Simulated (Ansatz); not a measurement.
## Be2Al (built on the sites of a database entry of Be2B): from the cell to its phonons

Aim: the vibrations of Be2Al (built on the sites of a database entry of Be2B), their spectra, and whether the structure is stable.

Method: DFT PBEsol, scalar-relativistic, plane waves, PAW, in Ansatz 0.2.0.

The structure was built from a prototype and need not be the compound's stable phase.

### Step 1. The starting structure

The structure is cubic, space group Fm-3m (No. 225). Conventional cell: a = 5.202 Å, b = 5.202 Å, c = 5.202 Å, α = 90.00°, β = 90.00°, γ = 90.00°. Be has 4 Al at 2.25 Å nearest. Al has 8 Be at 2.25 Å nearest. Farther neighbours are not listed.

Structure file:

```cif
data_structure
_symmetry_space_group_name_H-M 'Fm-3m'
_symmetry_Int_Tables_number 225
_cell_length_a 5.2024
_cell_length_b 5.2024
_cell_length_c 5.2024
_cell_angle_alpha 90.000
_cell_angle_beta 90.000
_cell_angle_gamma 90.000
_cell_volume 140.80
loop_
_atom_site_label
_atom_site_type_symbol
_atom_site_symmetry_multiplicity
_atom_site_Wyckoff_symbol
_atom_site_fract_x
_atom_site_fract_y
_atom_site_fract_z
_atom_site_occupancy
Be1 Be 8 c 0.25000 0.75000 0.75000 1
Al1 Al 4 a 0.00000 0.00000 0.00000 1
```

### Step 2. Rough relaxation

A rough relaxation comes first, because large forces or stress need no tight tolerances yet.

Input file input.yaml:

```yaml
crystal:
  lattice:
    - [0.0, 2.60119, 2.60119]
    - [2.60119, 0.0, 2.60119]
    - [2.60119, 2.60119, 0.0]
  atoms:
    - { symbol: Be, position: [0.25, 0.25, 0.25] }
    - { symbol: Be, position: [0.75, 0.75, 0.75] }
    - { symbol: Al, position: [0.0, 0.0, 0.0] }
kpoints:
  mp_grid: { grid: [6, 6, 6] }
hamiltonian:
  xc: pbesol
scf:
  occupations: { method: gaussian, width: 0.1 }
output:
  forces: true
  stress: true
  eigenvalues: true
relax:
  adjacent_minimum: "off"
  f_tol: 0.05
  max_steps: 80
  cell: { stress_tol: 0.5 }
```

The run is started by

```bash
> ansatz run input.yaml --threads 4 --pin off --max-ram 7168MiB --backend cpu --events-out ev --progress --plain --runs-dir out
```

Numbers of over 12 decimals in the logs are rounded to 6 here.

Log:

```text
The last accepted step is kept in <dir> (removed where the run ends without a failure and the disk answers)
Engine: ansatz 0.2.0, aarch64-unknown-linux-gnu
Pseudopotentials: kind: paw
Pseudopotential: Be, paw, valence charge 2, recommended cutoff 420 eV (normal), Be.paw.azcp
Pseudopotential: Al, paw, valence charge 3, recommended cutoff 420 eV (normal), Al.paw.azcp
Functional definition: PBEsol
  exchange = pbesol_x
[...]
F+E_penalty+E_count = -703.46644490 eV   max|allowed force component| = 8.327e-17 eV/Å   (the final SCF, on the basis selected at the relaxed cell)
  cell:  # Å, volume = 40.2250 Å³
    - [0, 2.719497, 2.719497]
    - [2.719497, 0, 2.719497]
    - [2.719497, 2.719497, 0]
  atoms:
    - { symbol: Be, position: [0.25, 0.25, 0.25] }
    - { symbol: Be, position: [0.750000, 0.750000, 0.750000] }
    - { symbol: Al, position: [0, 0, 0] }
[key lines of the parts left out:]
SCF converged after 3 iterations
Free energy (F): -703.466445 eV
Fermi energy:    5.293507 eV
P = ⅓ Tr σ = 0.0856 GPa (0.856 kbar)
```

The job ended after 1.5 s (4 threads of Arm Neoverse V1, shared host; peak memory 0.27 GiB; 3.4 s of CPU time).

The steps of the relaxation:

| step | energy less that of the first step (eV) | largest force component (eV/Å) | pressure (GPa) | volume (Å³) |
| --- | --- | --- | --- | --- |
| 1 | 0.0000 | 0.0000 | 13.42 | 35.20 |
| 2 | -0.1583 | 0.0000 | 4.83 | 38.07 |
| 3 | -0.1884 | 0.0000 | 0.68 | 39.89 |
| 4 | -0.1891 | 0.0000 | 0.00 | 40.22 |
| 5* | -0.1913 | 0.0000 | 0.09 | 40.22 |

Relaxation steps marked * repeat the geometry before them on a plane-wave basis chosen anew for their cell, so energy and pressure can jump there.

Forces are held to the 48 operations that the run works with; a distortion that breaks them can't arise in this run.

| conventional cell, symmetrised | before | after | change |
| --- | --- | --- | --- |
| a (Å) | 5.202 | 5.439 | +4.5 % |
| b (Å) | 5.202 | 5.439 | +4.5 % |
| c (Å) | 5.202 | 5.439 | +4.5 % |
| volume (Å³/atom) | 11.73 | 13.41 | +14.3 % |

Final coordinates:

```
Be Al
1.0
     0.00000    2.71950    2.71950
     2.71950    0.00000    2.71950
     2.71950    2.71950    0.00000
Be Al
2 1
Direct
  0.25000 0.25000 0.25000
  0.75000 0.75000 0.75000
  0.00000 0.00000 0.00000
```

Numbers from this step:

| Quantity | Value |
| --- | --- |
| pressure | 0.08561 GPa |
| volume per atom | 13.41 Å³ |
| gap on the k-mesh | 0 eV |

In this step the volume went from 11.73 to 13.41 Å³/atom.

### Step 3. Bringing the structure to rest

Harmonic phonons are second derivatives at a point where the forces vanish, and they are wanted at zero stress, so atoms and cell are relaxed first.

Input file input.yaml:

```yaml
crystal:
  lattice:
    - [0.0, 2.719496747, 2.719496747]
    - [2.719496747, 0.0, 2.719496747]
    - [2.719496747, 2.719496747, 0.0]
  atoms:
    - { symbol: Be, position: [0.25, 0.25, 0.25] }
    - { symbol: Be, position: [0.75, 0.75, 0.75] }
    - { symbol: Al, position: [0.0, 0.0, 0.0] }
kpoints:
  mp_grid: { grid: [12, 12, 12] }
hamiltonian:
  xc: pbesol
scf:
  occupations: { method: gaussian, width: 0.1 }
output:
  forces: true
  stress: true
  eigenvalues: true
  write_density: true
  write_potential: true
  elf: true
  volumetric_format: npy
relax:
  adjacent_minimum: "off"
  f_tol: 0.005
  max_steps: 80
  cell: { stress_tol: 0.05 }
```

Log:

```text
[...]
Crystal: 3 atoms, lattice volume = 40.225 Å³
Basis set: ecut = 420 eV, 749 PW (Γ), exchange–correlation on 54×54×54 points (8 copies of the dense FFT grid, shifted against one another)
Bands: 8, of which v1, the nominal top of the filled ones, is band 4 counted from 1 (3 counted from 0)
Symmetry: 48 space group operations
[...]
k-points: 72 of 1728
[...]
SCF iter   1: F=—  HF=-703.454288 eV  |F-HF|=—  |Δ(HF+E_count)|=         —  Δρ=2.24e-3  dr2=3.06e-3  ethr=1.77e-3  ⟨swp⟩=5.3  Hψ=4720  notcnv=0
[...]
SCF iter   6: F=-703.453538 eV  HF=-703.453538 eV  |F-HF|=5.68e-12  |Δ(HF+E_count)|=  3.16e-10  Δρ=1.35e-7  dr2=4.56e-12  ethr=8.36e-12  ⟨swp⟩=5.2  Hψ=2649  notcnv=0
SCF 1 converged in 6 iterations: F = -703.453538 eV  dr2 = 4.56e-12
[...]
relax step   1: F+E_penalty+E_count = -703.45353822 eV  Δ(F+E_penalty+E_count) = +0.000e0 eV  max|allowed force component| = 4.934e-17 eV/Å  Δτ_max = 0.0000 Å  P = +0.495 GPa  Ω = 40.225 Å³  (6 SCF iters, accepted)
Crystal: 3 atoms, lattice volume = 40.414 Å³
[...]
SCF iter   3: F=-703.453866 eV  HF=-703.453866 eV  |F-HF|=3.70e-9  |Δ(HF+E_count)|=   1.46e-6  Δρ=5.41e-6  dr2=1.15e-8  ethr=4.29e-9  ⟨swp⟩=5.9  Hψ=2796  notcnv=0
SCF 2 converged in 3 iterations: F = -703.453866 eV  dr2 = 1.15e-8
relax step   2: F+E_penalty+E_count = -703.45386581 eV  Δ(F+E_penalty+E_count) = -3.276e-4 eV  max|allowed force component| = 4.318e-17 eV/Å  Δτ_max = 0.0000 Å  P = +0.125 GPa  Ω = 40.414 Å³  energy of the carried Pulay correction = -3.644e-5 eV  (3 SCF iters, dr2 threshold 3.00e-7 eV, accepted)
Crystal: 3 atoms, lattice volume = 40.477 Å³
[...]
SCF iter   3: F=-703.453878 eV  HF=-703.453878 eV  |F-HF|=4.61e-10  |Δ(HF+E_count)|=   1.84e-7  Δρ=2.12e-6  dr2=1.77e-9  ethr=5.54e-10  ⟨swp⟩=5.3  Hψ=2660  notcnv=0
SCF 3 converged in 3 iterations: F = -703.453878 eV  dr2 = 1.77e-9
relax step   3: F+E_penalty+E_count = -703.45387837 eV  Δ(F+E_penalty+E_count) = -1.255e-5 eV  max|allowed force component| = 6.322e-17 eV/Å  Δτ_max = 0.0000 Å  P = +0.001 GPa  Ω = 40.477 Å³  energy of the carried Pulay correction = -4.871e-5 eV  (3 SCF iters, dr2 threshold 3.88e-8 eV, accepted)
[...]
SCF iter   4: F=-703.453932 eV  HF=-703.453932 eV  |F-HF|=1.02e-12  |Δ(HF+E_count)|=  1.03e-10  Δρ=4.74e-8  dr2=1.33e-12  ethr=1.00e-12  ⟨swp⟩=5.0  Hψ=1846  notcnv=0
SCF 4 converged in 4 iterations: F = -703.453932 eV  dr2 = 1.33e-12
relax step   4: F+E_penalty+E_count = -703.45393172 eV  Δ(F+E_penalty+E_count) = -5.336e-5 eV  max|allowed force component| = 9.830e-17 eV/Å  Δτ_max = 0.0000 Å  P = +0.003 GPa  Ω = 40.477 Å³  stress off target by 3.17e-3 GPa  SCF on the basis re-selected at this cell (its energy is not comparable with the rows above)  (4 SCF iters)
[...]
SCF converged after 4 iterations
Free energy (F): -703.453932 eV
[...]
Internal energy: -703.449322 eV  (E = F + TS)
E sigma→0 (E₀):  -703.451627 eV
Entropy (-TS):   -0.004609 eV (-1.536 meV/atom)
Fermi energy:    5.107183 eV
[...]
--- Stress (GPa, compression-positive) ---
        0.003165       0.000000       0.000000
        0.000000       0.003165       0.000000
        0.000000       0.000000       0.003165
  P = ⅓ Tr σ = 0.0032 GPa (0.032 kbar)
--- Band table (eV; the first three rows and the last of 72) ---
[...]
--- Relaxed structure (3 steps of the walk, 3 accepted, 1 SCFs on fresh bases) ---
[...]
cell:  # Å, volume = 40.4773 Å³
    - [0, 2.725171, 2.725171]
    - [2.725171, 0, 2.725171]
    - [2.725171, 2.725171, 0]
  atoms:
    - { symbol: Be, position: [0.25, 0.25, 0.25] }
    - { symbol: Be, position: [0.75, 0.75, 0.75] }
    - { symbol: Al, position: [0, 0, 0] }
```

Run time: 2.2 s. Hardware: 4 threads; peak memory 0.33 GiB; 7.4 s of CPU time.

The steps of the relaxation:

| step | energy less that of the first step (eV) | largest force component (eV/Å) | pressure (GPa) | volume (Å³) |
| --- | --- | --- | --- | --- |
| 1 | 0.0000 | 0.0000 | 0.50 | 40.22 |
| 2 | -0.0003 | 0.0000 | 0.12 | 40.41 |
| 3 | -0.0003 | 0.0000 | 0.00 | 40.48 |
| 4* | -0.0004 | 0.0000 | 0.00 | 40.48 |

Relaxation steps marked * repeat the geometry before them on a plane-wave basis chosen anew for their cell, so energy and pressure can jump there.

The run keeps the 48 symmetry operations that it works with, so distortions that break them were not tested.

| conventional cell, symmetrised | before | after | change |
| --- | --- | --- | --- |
| a (Å) | 5.439 | 5.450 | +0.2 % |
| b (Å) | 5.439 | 5.450 | +0.2 % |
| c (Å) | 5.439 | 5.450 | +0.2 % |
| volume (Å³/atom) | 13.41 | 13.49 | +0.6 % |

The relaxed structure:

```
Be Al
1.0
     0.00000    2.72517    2.72517
     2.72517    0.00000    2.72517
     2.72517    2.72517    0.00000
Be Al
2 1
Cartesian
  1.3626 1.3626 1.3626
  4.0878 4.0878 4.0878
  0.0000 0.0000 0.0000
```

Numbers from this step:

```
pressure        : 0.003165 GPa
volume per atom : 13.49 Å³
```

Electrostatic potential energy in the ac plane of a cell with a along [110], b along [-110] and c along [001] of the cube at fractional y = 0.500, with atoms of Be and Al within 0.2 Å of it. With pseudopotentials it is smooth inside the atoms' cores, unlike the true potential.

Values in eV, 8 rows by 16 columns, each cell a mean:
```
  1   5   8  10  10   9   7   2   1   5   8  10  10   9   7   2
-32  -8   6   8   8   7  -1 -26 -32  -8   6   8   8   7  -1 -26
-25  -6   1  -3  -4   0  -1 -19 -25  -6   1  -3  -4   0  -1 -19
  4   3  -7  -7  -4 -10   1   4   4   3  -7  -7  -4 -10   1   4
  1   2  -6  -9  -7  -9   1   2   1   2  -6  -9  -7  -9   1   2
-32  -9   3   1   0   3  -2 -26 -32  -9   3   1   0   3  -2 -26
-24  -5   6   8   9   8   1 -19 -24  -5   6   8   9   8   1 -19
  4   7   9  10  10   9   8   5   4   7   9  10  10   9   8   5
```
Columns run along a (7.7 Å; values clipped at the 3rd and 97th percentile), rows up along c (5.5 Å), edges of the conventional cell, whose origin can differ from the input's. Atoms in or near the plane, at fractional coordinates: Be at (0.00, 0.75), Be at (0.50, 0.75), Be at (0.00, 0.25), Be at (0.50, 0.25), Al at (0.25, 0.50), Al at (0.75, 0.50).

ELF in the ac plane of a cell with a along [110], b along [-110] and c along [001] of the cube at fractional y = 0.500, with atoms of Be and Al within 0.2 Å of it. It is the smooth field of the valence electrons, not physical close to the nuclei.

Ten even steps from '0' (0.00) to '9' (0.76), each cell a mean:
```
8742000136887420001368
5543111245555431112455
0245433453102454334531
0167766773001677667730
0489877996104898779961
5899534799658995347996
8997111489889971114898
9996111389999961113899
7997311599879973115998
3699756998436997569984
0279877885002798778850
0156555663001565556630
2344222344223442223442
7642100135776421001357
8741000136887410001368
```
Columns run along a (7.7 Å), rows up along c (5.5 Å), edges of the conventional cell, whose origin can differ from the input's. Atoms in or near the plane, at fractional coordinates: Be at (0.00, 0.75), Be at (0.50, 0.75), Be at (0.00, 0.25), Be at (0.50, 0.25), Al at (0.25, 0.50), Al at (0.75, 0.50).

Valence density in the ac plane of a cell with a along [110], b along [-110] and c along [001] of the cube at fractional y = 0.500, with atoms of Be and Al within 0.2 Å of it. It is the smooth field of the valence electrons, not physical close to the nuclei.

Values in e/Å³, 8 rows by 16 columns, each cell a mean:
```
0.20 0.14 0.08 0.05 0.04 0.07 0.12 0.19 0.20 0.14 0.08 0.05 0.04 0.07 0.12 0.19
0.13 0.19 0.15 0.12 0.11 0.13 0.18 0.16 0.13 0.19 0.15 0.12 0.11 0.13 0.18 0.16
0.17 0.24 0.24 0.21 0.20 0.23 0.25 0.20 0.17 0.24 0.24 0.21 0.20 0.23 0.25 0.20
0.21 0.24 0.23 0.11 0.09 0.19 0.25 0.21 0.21 0.24 0.23 0.11 0.09 0.19 0.25 0.21
0.21 0.24 0.24 0.14 0.12 0.21 0.25 0.22 0.21 0.24 0.24 0.14 0.12 0.21 0.25 0.22
0.14 0.23 0.23 0.20 0.19 0.22 0.24 0.18 0.14 0.23 0.23 0.20 0.19 0.22 0.24 0.18
0.16 0.18 0.13 0.09 0.09 0.11 0.16 0.17 0.16 0.18 0.13 0.09 0.09 0.11 0.16 0.17
0.19 0.14 0.07 0.04 0.04 0.06 0.11 0.18 0.19 0.14 0.07 0.04 0.04 0.06 0.11 0.18
```
Columns run along a (7.7 Å), rows up along c (5.5 Å), edges of the conventional cell, whose origin can differ from the input's. Atoms in or near the plane, at fractional coordinates: Be at (0.00, 0.75), Be at (0.50, 0.75), Be at (0.00, 0.25), Be at (0.50, 0.25), Al at (0.25, 0.50), Al at (0.75, 0.50).

In this step the volume went from 13.41 to 13.49 Å³/atom.

### Step 4. Tight relaxation

Phonons need a cell at rest on their own settings, so the relaxation is repeated with tight tolerances on forces and stress, using the mesh and the filling of the phonon run that follows.

Input file input.yaml:

```yaml
crystal:
  lattice:
    - [0.0, 2.72517104, 2.72517104]
    - [2.72517104, 0.0, 2.72517104]
    - [2.72517104, 2.72517104, 0.0]
  atoms:
    - { symbol: Be, position: [0.25, 0.25, 0.25] }
    - { symbol: Be, position: [0.75, 0.75, 0.75] }
    - { symbol: Al, position: [0.0, 0.0, 0.0] }
kpoints:
  mp_grid: { grid: [12, 12, 12] }
hamiltonian:
  xc: pbesol
scf:
  occupations: { method: methfessel_paxton, width: 0.15 }
output:
  forces: true
  stress: true
  eigenvalues: true
relax:
  adjacent_minimum: "off"
  f_tol: 0.001
  max_steps: 60
  cell: { stress_tol: 0.01 }
```

Log:

```text
[...]
Crystal: 3 atoms, lattice volume = 40.477 Å³
Basis set: ecut = 420 eV, 749 PW (Γ), exchange–correlation on 54×54×54 points (8 copies of the dense FFT grid, shifted against one another)
Bands: 8, of which v1, the nominal top of the filled ones, is band 4 counted from 1 (3 counted from 0)
Symmetry: 48 space group operations
[...]
k-points: 72 of 1728
[...]
--- Band table (eV; the first three rows and the last of 72) ---
[...]
--- Relaxed structure (1 steps of the walk, 1 accepted, 1 SCFs on fresh bases) ---
[...]
cell:  # Å, volume = 40.4773 Å³
    - [0.0, 2.72517104, 2.72517104]
    - [2.72517104, 0.0, 2.72517104]
    - [2.72517104, 2.72517104, 0.0]
  atoms:
    - { symbol: Be, position: [0.250000, 0.250000, 0.250000] }
    - { symbol: Be, position: [0.75, 0.75, 0.75] }
    - { symbol: Al, position: [0.0, 0.0, 0.0] }
[key lines of the parts left out:]
SCF converged after 4 iterations
Free energy (F): -703.451742 eV
Fermi energy:    5.104935 eV
P = ⅓ Tr σ = -0.0057 GPa (-0.057 kbar)
```

It took 1.3 s on 4 threads; peak memory 0.32 GiB.

Little changed from the start: no atom moved by 0.005 Å and no cell edge by 0.1 %.

Numbers from this step:

```yaml
pressure: -0.005706 GPa
```

The forces vanish by symmetry and the pressure is -0.006 GPa, within the tolerances set. The cell now holds 13.49 Å³/atom.

### Step 5. Modes at Γ

The zone centre comes first: it holds the modes that light can see, as far as symmetry allows. No field response is asked, since the mesh shows no gap.

input.yaml, as its differences from that of step 4:

```diff
@@ -16,9 +16,4 @@
 output:
-  forces: true
-  stress: true
   eigenvalues: true
-relax:
-  adjacent_minimum: "off"
-  f_tol: 0.001
-  max_steps: 60
-  cell: { stress_tol: 0.01 }
+phonons:
+  method: dfpt
```

Log:

```text
zone centre: on kpoints.mp_grid the ground state, and the responses unless they are solved on pairs of k-points, stand on 163 of the mesh's 1728 k-points, reduced under 8 symmetry operations, with k and −k counted as one. Each operation leaves every solved displacement unchanged or reverses it
[...]
Crystal: 3 atoms, lattice volume = 40.477 Å³
Basis set: ecut = 420 eV, 749 PW (Γ), exchange–correlation on 54×54×54 points (8 copies of the dense FFT grid, shifted against one another)
Bands: 8, of which v1, the nominal top of the filled ones, is band 4 counted from 1 (3 counted from 0)
Symmetry: 48 space group operations
k-points: 163 of 1728 (irreducible under 8 space group operations, time reversal used)
[...]
SCF iter   1: F=—  HF=-703.452480 eV  |F-HF|=—  |Δ(HF+E_count)|=         —  Δρ=2.22e-3  dr2=3.03e-3  ethr=1.77e-3  ⟨swp⟩=5.1  Hψ=10653  notcnv=0
[...]
SCF iter   6: F=-703.451742 eV  HF=-703.451742 eV  |F-HF|=5.57e-12  |Δ(HF+E_count)|=  3.17e-10  S|Δr|=    0.00e0  Δρ=1.23e-7  dr2=3.76e-12  ethr=1.00e-12  ⟨swp⟩=6.6  Hψ=5165  notcnv=0
SCF 1 converged in 6 iterations: F = -703.451742 eV  dr2 = 3.76e-12
[...]
DFPT response loops at Γ: preconditioner auto → Kerker (q_TF=auto, 2.036 Å⁻¹) (partly filled bands, converged f_vac=0.000); β = 1.00, the filter's whole step (`scf.mixing.beta` (0.50) is not read by the response loops under this deck's `scf.mixing.preconditioner`; to damp them name `kerker` or `kerker_dos`, under which they read `scf.mixing.beta`, and type it under 1.00, their step now; both keys bind the ground state too); Broyden in place of MSR1
SCF converged after 6 iterations
[...]
Free energy (F): -703.451742 eV
[...]
Internal energy: -703.451450 eV  (E = F + TS)
E sigma→0 (E₀):  -703.451669 eV
Entropy (-TS):   -0.000293 eV (-0.098 meV/atom)
Fermi energy:    5.104935 eV
[...]
--- Band table (eV; the first three rows and the last of 163) ---
[...]
--- Phonons (Γ-DFPT): 2 representative perturbations + reference, on 163 of 1728 k-points (Σ response iterations 6) ---
  k mesh reduced under 8 symmetry operations, with k and −k counted as one. Each operation leaves every solved displacement unchanged or reverses it
  ASR residual: 2.008e-5 → 0.000e0 eV/Å²; symmetrization residual: 1.838e-7 eV/Å²
  ASR residual per site (eV/Å²): 2.01e-5 2.01e-5 5.73e-6
  Γ frequencies (cm⁻¹): 0.00 0.00 0.00 278.96 278.96 278.96 483.56 483.56 483.56
  non-analytic LO–TO correction: not included (Born effective charges unavailable; polar crystals: no LO–TO splitting at Γ)
```

Wall time 3.8 s (4 threads); peak memory 0.46 GiB; 13 s of CPU time.

The column dr2 measures how far the density is from self-consistency, as an energy; F and HF (Harris–Foulkes) agree once it is small.

This step gave:

```yaml
sum_rule_residual_before_enforcement: 2.01e-5 eV/Å²
point_group: m-3m
highest_optical_mode_at_the_zone_centre_no_lo_to_term: 483.6 cm⁻¹
lowest_optical_zone_centre_mode: 279.0 cm⁻¹
```

Patterns of degenerate modes are one choice out of their space. The modes at Γ (shares of kinetic energy by element, %):

| mode | frequency (cm⁻¹) | symmetry | Be % | Al % |
| --- | --- | --- | --- | --- |
| 1 | 0.0 | acoustic | 40 | 60 |
| 2 | 0.0 | acoustic | 40 | 60 |
| 3 | 0.0 | acoustic | 40 | 60 |
| 4 | 279.0 | T2g | 100 | 0 |
| 5 | 279.0 | T2g | 100 | 0 |
| 6 | 279.0 | T2g | 100 | 0 |
| 7 | 483.6 | T1u | 60 | 40 |
| 8 | 483.6 | T1u | 60 | 40 |
| 9 | 483.6 | T1u | 60 | 40 |

Displacements in mode 6 (279.0 cm⁻¹), the largest set to 1:
```
Be1  0.00  0.04  1.00
Be2  0.00 -0.04 -1.00
Al3  0.00  0.00  0.00
```

Displacements in mode 8 (483.6 cm⁻¹), the largest set to 1:
```
Be1  0.00 -1.00  0.02
Be2  0.00 -1.00  0.02
Al3  0.00  0.67 -0.01
```

Before it was imposed, the acoustic sum rule was missed by 2.0e-5 eV/Å². Small misses are needed for a sound result but don't prove that mesh and cutoff are converged. The lowest optical mode is real, 279 cm⁻¹.

(Part 1 of 2 ends here.)

[Logs are printed without paths, hosts, clocks, repeated set-up lines and the standing remarks that a program may print on its own settings, such as how far it seeks lower states.]

[Hosts, paths, dates, database ids (printed as entryN), source tags and the programs' standing remarks are cut or masked in the printed files.]
